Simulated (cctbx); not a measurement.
## Diagnosing a refinement

Cell a = 6.3870 Å, b = 6.3870 Å, c = 16.3470 Å, α = 90.00°, β = 90.00°, γ = 120.00°; space group R-3 (no. 148).

The data are simulated with cctbx, not measured: Mo Kα, λ = 0.71073 Å, to d = 0.6 Å, 50 % of the full sphere, strongest reflection 5000 counts, noise from counting, a 3 % proportional error and a noise floor of 2 counts (s.d.); no absorption.

An anisotropic refinement with weights 1/σ² prints:

```text
Rint 0.035, 616 unique reflections to 0.60 A
cycle     R1     wR2    GooF  max shift (A)
   1  0.3354  0.6615  16.372   0.01438
   2  0.3362  0.6378  15.784   0.00002
final R1 0.3362 wR2 0.6378 GooF 15.784  parameters 5  data/parameter 123.2
atom        x        y        z      Ueq    occ   su(xyz)  su(Uiso or U11)
Re1    0.33333  0.66667  0.16667   0.0047  1.000  0.00000  0.0014
Cu1    0.66667  0.33333  0.09862  -0.0017  1.000  0.00049  0.0020  NPD
difference map: max 216.14 min -11.59 rms 6.48
Q1    0.0000  0.0000  0.5000    3  216.14  0.00 A from Re1
Q2    0.0169  0.6248  0.2467   18  112.44  2.31 A from Re1
Q3    0.0000  0.0000  0.2226    6   12.25  0.20 A from Cu1
Q4    0.0253  0.6350  0.5225   18   10.56  2.26 A from Cu1
Q5    0.0425  0.8867  0.5116   18    9.00  0.91 A from Re1
Q6    0.0200  0.6219  0.9919   18    9.00  2.39 A from Cu1
```

Q: Accept it or mend it, and why?

Mend it. The fault: an atom left out, Cl at (0.6499, 0.7089, 0.0861). Against the right model at the same level, R1 goes from 0.0166 to 0.3362 and GooF from 0.94 to 15.78, U of Cu1 shrinks from 0.0090 to -0.0017 Å², the top difference peak, 216.1 e/Å³, lies on Re1 and Cu1 goes non-positive-definite. Q2 is the missing atom. With scattering power missing, scale and phases suffer, so peaks may also grow on the heavy atoms.

The compound is Cu2ReCl6. The right model at the same level gives:

```text
Rint 0.035, 616 unique reflections to 0.60 A
cycle     R1     wR2    GooF  max shift (A)
   1  0.0167  0.0379   0.945   0.00011
   2  0.0166  0.0377   0.941   0.00000
final R1 0.0166 wR2 0.0377 GooF 0.941  parameters 14  data/parameter 44.0
atom        x        y        z      Ueq    occ   su(xyz)  su(Uiso or U11)
Re1    0.33333  0.66667  0.16667   0.0065  1.000  0.00000  0.0001
Cu1    0.66667  0.33333  0.09950   0.0090  1.000  0.00003  0.0001
Cl1    0.64982  0.70881  0.08619   0.0115  1.000  0.00010  0.0002
difference map: max 0.81 min -0.87 rms 0.22
Q1    0.0140  0.1440  0.6305   18    0.85  1.68 A from Cl1
Q2    0.0505  0.5846  0.0937   18    0.83  1.53 A from Cl1
Q3    0.0412  0.5291  0.9218   18    0.75  1.23 A from Cl1
Q4    0.0176  0.8978  0.3199   18    0.72  1.58 A from Cu1
Q5    0.9877  0.0702  0.9762   18    0.70  2.02 A from Cl1
Q6    0.0204  0.1245  0.5793   18    0.68  1.47 A from Cl1
```

The model is made up (kin elements in a known structure type, no relaxation), so it says nothing on whether the phase exists.

[Middle refinement cycles are left out of these outputs.]

[Logs are printed without paths, hosts, clocks, repeated set-up lines and the standing remarks that a program may print on its own settings, such as how far it seeks lower states.]
